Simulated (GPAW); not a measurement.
# Li/Mo(110): work function by functional and basis

Aim: the work function of both faces of Li/Mo(110), and its spread over functionals and bases.

Main program and level: GPAW 26.7.0; GPAW, PAW setups; slab in vacuum, relaxation, in the first sound run; inputs show where later runs differ.

## 1. Starting point

The cell holds 5 atoms: 4 Mo and 1 Li. Cell: a = 2.728 Å, b = 2.728 Å, c = 23.643 Å, α = 90.0°, β = 90.0°, γ = 70.5°. Vacuum lies along c.

## 2. Relaxing the atoms

The atoms are relaxed first, since the surface dipole, and with it the work function, follows the positions of the outer layers. The lowest 2 atoms are held at bulk positions and keep their forces.

The input, run.py:

```python
import json
import numpy as np
from ase import Atoms
from ase.constraints import FixAtoms
from ase.optimize import BFGS
from gpaw import GPAW, PW

slab = Atoms(
    ['Mo', 'Mo', 'Mo', 'Mo', 'Li'],
    positions=[
        [0.00000, 0.00000, 7.00000],
        [2.22739, -0.00000, 9.22739],
        [0.00000, 0.00000, 11.45477],
        [2.22739, -0.00000, 13.68216],
        [2.22739, -0.00000, 16.64316]],
    cell=[[2.22739, -1.575, 0.0], [2.22739, 1.575, 0.0], [0.0, 0.0, 23.64316]],
    pbc=[True, True, False])

slab.calc = GPAW(mode=PW(400), xc='PBE', kpts={'size': (12, 12, 1), 'gamma': True},
                 occupations={'name': 'fermi-dirac', 'width': 0.1}, nbands='300%',
                 convergence={'density': 1e-05}, maxiter=200,
                 poissonsolver={'dipolelayer': 'xy'},
                 symmetry={'tolerance': 1e-3, 'extra_ids': [1, 1, 0, 0, 0]}, txt='slab.txt')
result = {}
slab.set_constraint(FixAtoms([0, 1]))
path = []
opt = BFGS(slab, maxstep=0.2)
opt.attach(lambda: path.append((slab.get_potential_energy(), slab.positions.tolist(), slab.get_forces().tolist())))
result['relaxed'] = bool(opt.run(fmax=0.03, steps=40))
result['path'] = path
energy = slab.get_potential_energy()
fermi = slab.calc.get_fermi_level()
v = slab.calc.get_electrostatic_potential().mean((0, 1)) - fermi
n = slab.calc.get_pseudo_density().mean((0, 1))
L = slab.cell[2, 2]
z = np.arange(len(v)) * L / len(v)
low, high = slab.positions[:, 2].min(), slab.positions[:, 2].max()
below, above = np.interp([low - 4.8, high + 4.8], z, v)
slopes = [np.interp(x, z, np.gradient(v, z)) for x in (low - 4.8, high + 4.8)]
eps = np.array([[slab.calc.get_eigenvalues(k, s) for k in range(len(slab.calc.get_ibz_k_points()))]
                for s in range(slab.calc.get_number_of_spins())]) - fermi
top, bottom = eps[eps < 0].max(), eps[eps > 0].min()
dipole = slab.get_dipole_moment()[2]
print(f'energy {energy:.4f} eV, Fermi level {fermi:.4f} eV, dipole {dipole:.5f} e A')
print(f'potential 4.8 A off the faces, from the Fermi level: lower {below:.4f} eV, upper {above:.4f} eV')
print(f'slope of the potential there: lower {slopes[0]:.5f}, upper {slopes[1]:.5f} eV/A')
print(f'nearest levels on the mesh: {top:.4f} and {bottom:.4f} eV')
print('magnetic moment', round(slab.get_magnetic_moment(), 3))
result.update(energy=energy, fermi=fermi, dipole=dipole, below=below, above=above, slopes=slopes, edges=[top, bottom],
              z=z.tolist(), v=v.tolist(), n=n.tolist(), positions=slab.positions.tolist(),
              forces=slab.get_forces(apply_constraint=False).tolist(), moments=slab.get_magnetic_moments().tolist())
json.dump(result, open('result.json', 'w'))
```

Run with:

```bash
$ OMP_NUM_THREADS=1 OPENBLAS_NUM_THREADS=1 python run.py
```

Log:

```text
Step          Energy          fmax
BFGS:    0      -44.514179        0.409869
BFGS:    1      -44.517983        0.337362
BFGS:    2      -44.535280        0.292712
BFGS:    3      -44.538563        0.278326
BFGS:    4      -44.554890        0.393549
BFGS:    5      -44.559107        0.267146
BFGS:    6      -44.562064        0.211598
BFGS:    7      -44.563095        0.231357
BFGS:    8      -44.569287        0.275478
BFGS:    9      -44.574622        0.227030
BFGS:   10      -44.578722        0.117637
BFGS:   11      -44.579279        0.019216
energy -44.5138 eV, Fermi level 3.0952 eV, dipole 0.03304 e A
potential 4.8 A off the faces, from the Fermi level: lower 4.6671 eV, upper 3.8151 eV
slope of the potential there: lower -0.00176, upper 0.00380 eV/A
nearest levels on the mesh: -0.0050 and 0.0048 eV
magnetic moment 0.0
```

The job ended after 58 min (1 thread of Arm Neoverse V2, shared host; peak memory 0.37 GiB).

The steps of the relaxation:

```
step  energy less that of the first step (eV)  largest force (eV/Å)
   1                                   0.0000                0.4099
   2                                  -0.0038                0.3374
   3                                  -0.0207                0.2927
   4                                  -0.0239                0.2783
   5                                  -0.0395                0.3935
   6                                  -0.0436                0.2671
   7                                  -0.0467                0.2116
   8                                  -0.0479                0.2314
   9                                  -0.0545                0.2755
  10                                  -0.0603                0.2270
  11                                  -0.0647                0.1176
  12                                  -0.0653                0.0192
```

The atoms that moved most (Å):

```
atom     dx     dy      dz  length
 Li5  0.000  0.000  -0.326   0.326
 Mo4  0.000  0.000  -0.040   0.040
 Mo3  0.000  0.000   0.010   0.010
```

The relaxed structure:

```xyz
5
Lattice="2.2274 -1.5750 0.0000 2.2274 1.5750 0.0000 0.0000 0.0000 23.6432" Properties=species:S:1:pos:R:3
Mo    0.0000    0.0000    7.0000
Mo    2.2274    0.0000    9.2274
Mo    0.0000    0.0000   11.4648
Mo    2.2274    0.0000   13.6420
Li    2.2274    0.0000   16.3169
```

This step gave:

```yaml
dipole_along_the_normal: 0.03304 e·Å
levels_nearest_the_fermi_level_on_the_mesh: -0.004983, 0.004841 eV from the Fermi level
upper_work_function: 3.815 eV
lower_work_function: 4.667 eV
```

The electrostatic potential energy of an electron (without an applied field's), less the Fermi level, planar mean oscillates, so the rows of the table below give means over windows of 2.22 Å about each position, cut where the curve ends. Its maxima inside the range that stand out by 2 % of the span (Å: eV): 8.1: -2.09, 10.3: -2.17, 12.6: -2.49, 15.2: 2.13. Its minima: 7.0: -28.0, 9.2: -28.5, 11.5: -28.5, 13.6: -28.1, 16.4: -4.69.

The electrostatic potential energy of an electron (without an applied field's), less the Fermi level, planar mean by z; means over each step:

```
z (Å)  electrostatic potential energy of an electron (without an applied field's), less the Fermi level, planar mean (eV)
 1.11                                                                                                                4.63
 3.33                                                                                                                4.64
 5.55                                                                                                              -0.457
 7.77                                                                                                               -13.3
 9.99                                                                                                               -13.5
12.21                                                                                                               -13.9
14.43                                                                                                               -9.53
16.65                                                                                                               -1.28
18.87                                                                                                                3.48
21.09                                                                                                                3.81
23.31                                                                                                                3.85
```

Table of pseudo valence density, planar mean by z:

z (Å), pseudo valence density, planar mean (e/Å³) and a bar:
```
     0.00       0.00 
     0.63       0.00 
     1.27       0.00 
     1.90       0.00 
     2.53       0.00 
     3.17       0.00 
     3.80       0.00 
     4.43       0.00 
     5.07       0.02 
     5.70       0.08 #
     6.33       0.45 #######
     6.97       1.99 ##############################
     7.60       0.59 #########
     8.23       0.33 #####
     8.87       1.12 #################
     9.50       1.41 #####################
    10.13       0.35 #####
    10.77       0.48 #######
    11.40       1.95 #############################
    12.03       0.64 ##########
    12.67       0.35 #####
    13.30       1.18 ##################
    13.93       1.35 ####################
    14.57       0.24 ####
    15.20       0.10 #
    15.83       0.07 #
    16.47       0.04 #
    17.10       0.04 #
    17.73       0.02 
    18.37       0.01 
    19.00       0.00 
    19.63       0.00 
    20.27       0.00 
    20.90       0.00 
    21.53       0.00 
    22.17       0.00 
    22.80       0.00 
    23.43       0.00
```

The relaxation lowered the energy of the cell by 0.0653 eV (energies extrapolated to zero smearing; the optimiser's log prints free energies). The largest force left on a free atom is 0.019 eV/Å.

## 3. Plane waves, PBE

With the geometry fixed, the planar mean of the potential gives the vacuum level on each side.

This step: GPAW, PAW setups; slab in vacuum (GPAW 26.7.0).

Changes to run.py since step 2:

```diff
@@ -3,4 +3,2 @@
 from ase import Atoms
-from ase.constraints import FixAtoms
-from ase.optimize import BFGS
 from gpaw import GPAW, PW
@@ -12,5 +10,5 @@
         [2.22739, -0.00000, 9.22739],
-        [0.00000, 0.00000, 11.45477],
-        [2.22739, -0.00000, 13.68216],
-        [2.22739, -0.00000, 16.64316]],
+        [0.00000, 0.00000, 11.46484],
+        [2.22739, -0.00000, 13.64201],
+        [2.22739, -0.00000, 16.31686]],
     cell=[[2.22739, -1.575, 0.0], [2.22739, 1.575, 0.0], [0.0, 0.0, 23.64316]],
@@ -22,10 +20,4 @@
                  poissonsolver={'dipolelayer': 'xy'},
-                 symmetry={'tolerance': 1e-3, 'extra_ids': [1, 1, 0, 0, 0]}, txt='slab.txt')
+                 symmetry={'tolerance': 1e-3}, txt='slab.txt')
 result = {}
-slab.set_constraint(FixAtoms([0, 1]))
-path = []
-opt = BFGS(slab, maxstep=0.2)
-opt.attach(lambda: path.append((slab.get_potential_energy(), slab.positions.tolist(), slab.get_forces().tolist())))
-result['relaxed'] = bool(opt.run(fmax=0.03, steps=40))
-result['path'] = path
 energy = slab.get_potential_energy()
```

Log:

```text
energy -44.5138 eV, Fermi level 3.0952 eV, dipole 0.03304 e A
potential 4.8 A off the faces, from the Fermi level: lower 4.6669 eV, upper 3.8152 eV
slope of the potential there: lower -0.00179, upper 0.00363 eV/A
nearest levels on the mesh: -0.0048 and 0.0048 eV
magnetic moment 0.0
```

Wall time 7.1 min (1 thread); peak memory 0.37 GiB.

Numbers from this step:

```
levels nearest the Fermi level on the mesh : -0.004759, 0.004786 eV from the Fermi level
```

The electrostatic potential energy of an electron (without an applied field's), less the Fermi level, planar mean oscillates, so the rows of the table below give means over windows of 2.22 Å about each position, cut where the curve ends. Its maxima inside the range that stand out by 2 % of the span (Å: eV): 8.1: -2.09, 10.3: -2.17, 12.6: -2.49, 15.2: 2.13. Its minima: 7.0: -28.0, 9.2: -28.5, 11.5: -28.5, 13.6: -28.1, 16.4: -4.69.

Table of electrostatic potential energy of an electron (without an applied field's), less the Fermi level, planar mean by z; means over each step:

z (Å), electrostatic potential energy of an electron (without an applied field's), less the Fermi level, planar mean (eV) and a bar from the least value:
```
     1.11        4.6 ##############################
     3.33        4.6 ##############################
     5.55       -0.5 ######################
     7.77      -13.3 #
     9.99      -13.5 #
    12.21      -13.9 
    14.43       -9.5 #######
    16.65       -1.3 ####################
    18.87        3.5 ############################
    21.09        3.8 #############################
    23.31        3.8 #############################
```

The pseudo valence density, planar mean oscillates, so the rows of the table below give means over windows of 2.32 Å about each position, cut where the curve ends. Its maxima inside the range that stand out by 2 % of the span (Å: e/Å³): 7.0: 1.99, 9.3: 1.95, 11.4: 1.95, 13.7: 1.94. Its minima: 8.0: 0.327, 10.3: 0.313, 12.5: 0.350.

Pseudo valence density, planar mean against z; means over each step:

z (Å), pseudo valence density, planar mean (e/Å³) and a bar:
```
     1.16       0.00 
     3.48       0.00 
     5.80       0.40 ############
     8.12       0.94 #############################
    10.44       0.92 #############################
    12.76       0.96 ##############################
    15.08       0.26 ########
    17.40       0.03 #
    19.72       0.00 
    22.04       0.00
```

Force by atom:

```
atom  x (eV/Å)  y (eV/Å)  z (eV/Å)   size
 Mo1     0.000     0.000     0.520  0.520
 Mo2     0.000     0.000    -0.534  0.534
 Mo3     0.000     0.000     0.020  0.020
 Mo4     0.000     0.000    -0.005  0.005
 Li5     0.000     0.000     0.004  0.004
```

The potential is flat to 0.004 eV/Å where it is read, so the vacuum is wide enough.

## 4. Self-consistent run: xc = "RPBE"

The same geometry under RPBE, to see how far the functional moves the levels against the vacuum.

Changes to run.py since step 3:

```diff
@@ -16,3 +16,3 @@
 
-slab.calc = GPAW(mode=PW(400), xc='PBE', kpts={'size': (12, 12, 1), 'gamma': True},
+slab.calc = GPAW(mode=PW(400), xc='RPBE', kpts={'size': (12, 12, 1), 'gamma': True},
                  occupations={'name': 'fermi-dirac', 'width': 0.1}, nbands='300%',
```

Log:

```text
energy -42.2356 eV, Fermi level 3.1777 eV, dipole 0.02894 e A
potential 4.8 A off the faces, from the Fermi level: lower 4.5193 eV, upper 3.7730 eV
slope of the potential there: lower -0.00200, upper 0.00411 eV/A
nearest levels on the mesh: -0.0011 and 0.0061 eV
magnetic moment 0.0
```

Run time: 7.7 min. Hardware: 1 thread; peak memory 0.36 GiB.

Numbers from this step:

| Quantity | Value |
| --- | --- |
| dipole along the normal | 0.02894 e·Å |
| levels nearest the Fermi level on the mesh | -0.001112, 0.006106 eV from the Fermi level |
| upper work function | 3.773 eV |
| lower work function | 4.519 eV |

The electrostatic potential energy of an electron (without an applied field's), less the Fermi level, planar mean oscillates, so the rows of the table below give means over windows of 2.22 Å about each position, cut where the curve ends. Its maxima inside the range that stand out by 2 % of the span (Å: eV): 8.1: -2.17, 10.3: -2.25, 12.6: -2.57, 15.2: 2.04. Its minima: 7.0: -28.1, 9.2: -28.5, 11.5: -28.5, 13.6: -28.1, 16.4: -4.77.

Table of electrostatic potential energy of an electron (without an applied field's), less the Fermi level, planar mean by z; means over each step:

```
z (Å)  electrostatic potential energy of an electron (without an applied field's), less the Fermi level, planar mean (eV)
 1.11                                                                                                                4.49
 3.33                                                                                                                4.49
 5.55                                                                                                              -0.575
 7.77                                                                                                               -13.4
 9.99                                                                                                               -13.6
12.21                                                                                                               -14.0
14.43                                                                                                               -9.61
16.65                                                                                                               -1.35
18.87                                                                                                                3.44
21.09                                                                                                                3.77
23.31                                                                                                                3.80
```

The pseudo valence density, planar mean oscillates, so the rows of the table below give means over windows of 2.32 Å about each position, cut where the curve ends. Its maxima inside the range that stand out by 2 % of the span (Å: e/Å³): 7.0: 1.99, 9.3: 1.95, 11.4: 1.95, 13.7: 1.94. Its minima: 8.0: 0.327, 10.3: 0.313, 12.5: 0.349.

Table of pseudo valence density, planar mean by z; means over each step:

```
z (Å)  pseudo valence density, planar mean (e/Å³)
 1.16                                      6.3e-6
 3.48                                     0.00139
 5.80                                       0.397
 8.12                                       0.935
10.44                                       0.925
12.76                                       0.958
15.08                                       0.256
17.40                                      0.0279
19.72                                     0.00145
22.04                                      1.6e-5
```

Force by atom:

```
atom  x (eV/Å)  y (eV/Å)  z (eV/Å)   size
 Mo1     0.000     0.000     0.351  0.351
 Mo2     0.000     0.000    -0.536  0.536
 Mo3     0.000     0.000     0.010  0.010
 Mo4     0.000     0.000     0.111  0.111
 Li5     0.000     0.000     0.064  0.064
```

The upper face's work function is 3.773 eV, against 3.815 eV in the first plane-wave PBE run at this geometry.

## 5. Self-consistent run: xc = "vdW-DF2"

The same geometry under vdW-DF2, to see how far the functional moves the levels against the vacuum (the van der Waals functionals take revPBE setups).

Changes to run.py since step 4:

```diff
@@ -16,3 +16,3 @@
 
-slab.calc = GPAW(mode=PW(400), xc='RPBE', kpts={'size': (12, 12, 1), 'gamma': True},
+slab.calc = GPAW(mode=PW(400), xc='vdW-DF2', kpts={'size': (12, 12, 1), 'gamma': True},
                  occupations={'name': 'fermi-dirac', 'width': 0.1}, nbands='300%',
```

Log:

```text
energy -374.5166 eV, Fermi level 3.0925 eV, dipole 0.04175 e A
potential 4.8 A off the faces, from the Fermi level: lower 4.9463 eV, upper 3.8690 eV
slope of the potential there: lower -0.00309, upper 0.00659 eV/A
nearest levels on the mesh: -0.0002 and 0.0340 eV
magnetic moment 0.0
```

Elapsed: 11 min, on 1 thread; peak memory 0.49 GiB.

Numbers from this step:

| Property | Result |
| --- | --- |
| dipole along the normal | 0.04175 e·Å |
| levels nearest the Fermi level on the mesh | -1.82e-4, 0.03400 eV from the Fermi level |
| upper work function | 3.869 eV |
| lower work function | 4.946 eV |

The electrostatic potential energy of an electron (without an applied field's), less the Fermi level, planar mean oscillates, so the rows of the table below give means over windows of 2.22 Å about each position, cut where the curve ends. Its maxima inside the range that stand out by 2 % of the span (Å: eV): 8.1: -2.42, 10.3: -2.51, 12.6: -2.83, 15.2: 1.97. Its minima: 7.0: -28.1, 9.2: -28.5, 11.5: -28.5, 13.6: -28.2, 16.4: -4.52.

Electrostatic potential energy of an electron (without an applied field's), less the Fermi level, planar mean against z; means over each step:

z (Å), electrostatic potential energy of an electron (without an applied field's), less the Fermi level, planar mean (eV) and a bar from the least value:
```
     1.11        4.9 ##############################
     3.33        4.9 ##############################
     5.55       -0.4 ######################
     7.77      -13.5 #
     9.99      -13.7 #
    12.21      -14.2 
    14.43       -9.7 #######
    16.65       -1.2 ####################
    18.87        3.5 ############################
    21.09        3.9 ############################
    23.31        3.9 ############################
```

The upper face's work function is 3.869 eV, against 3.815 eV in the first plane-wave PBE run at this geometry.

[end of part 1 of 2]

[Logs are printed without paths, hosts, clocks, repeated set-up lines and the standing remarks that a program may print on its own settings, such as how far it seeks lower states.]

[Hosts, paths, dates, database ids (printed as entryN), source tags and the programs' standing remarks are cut or masked in the printed files.]
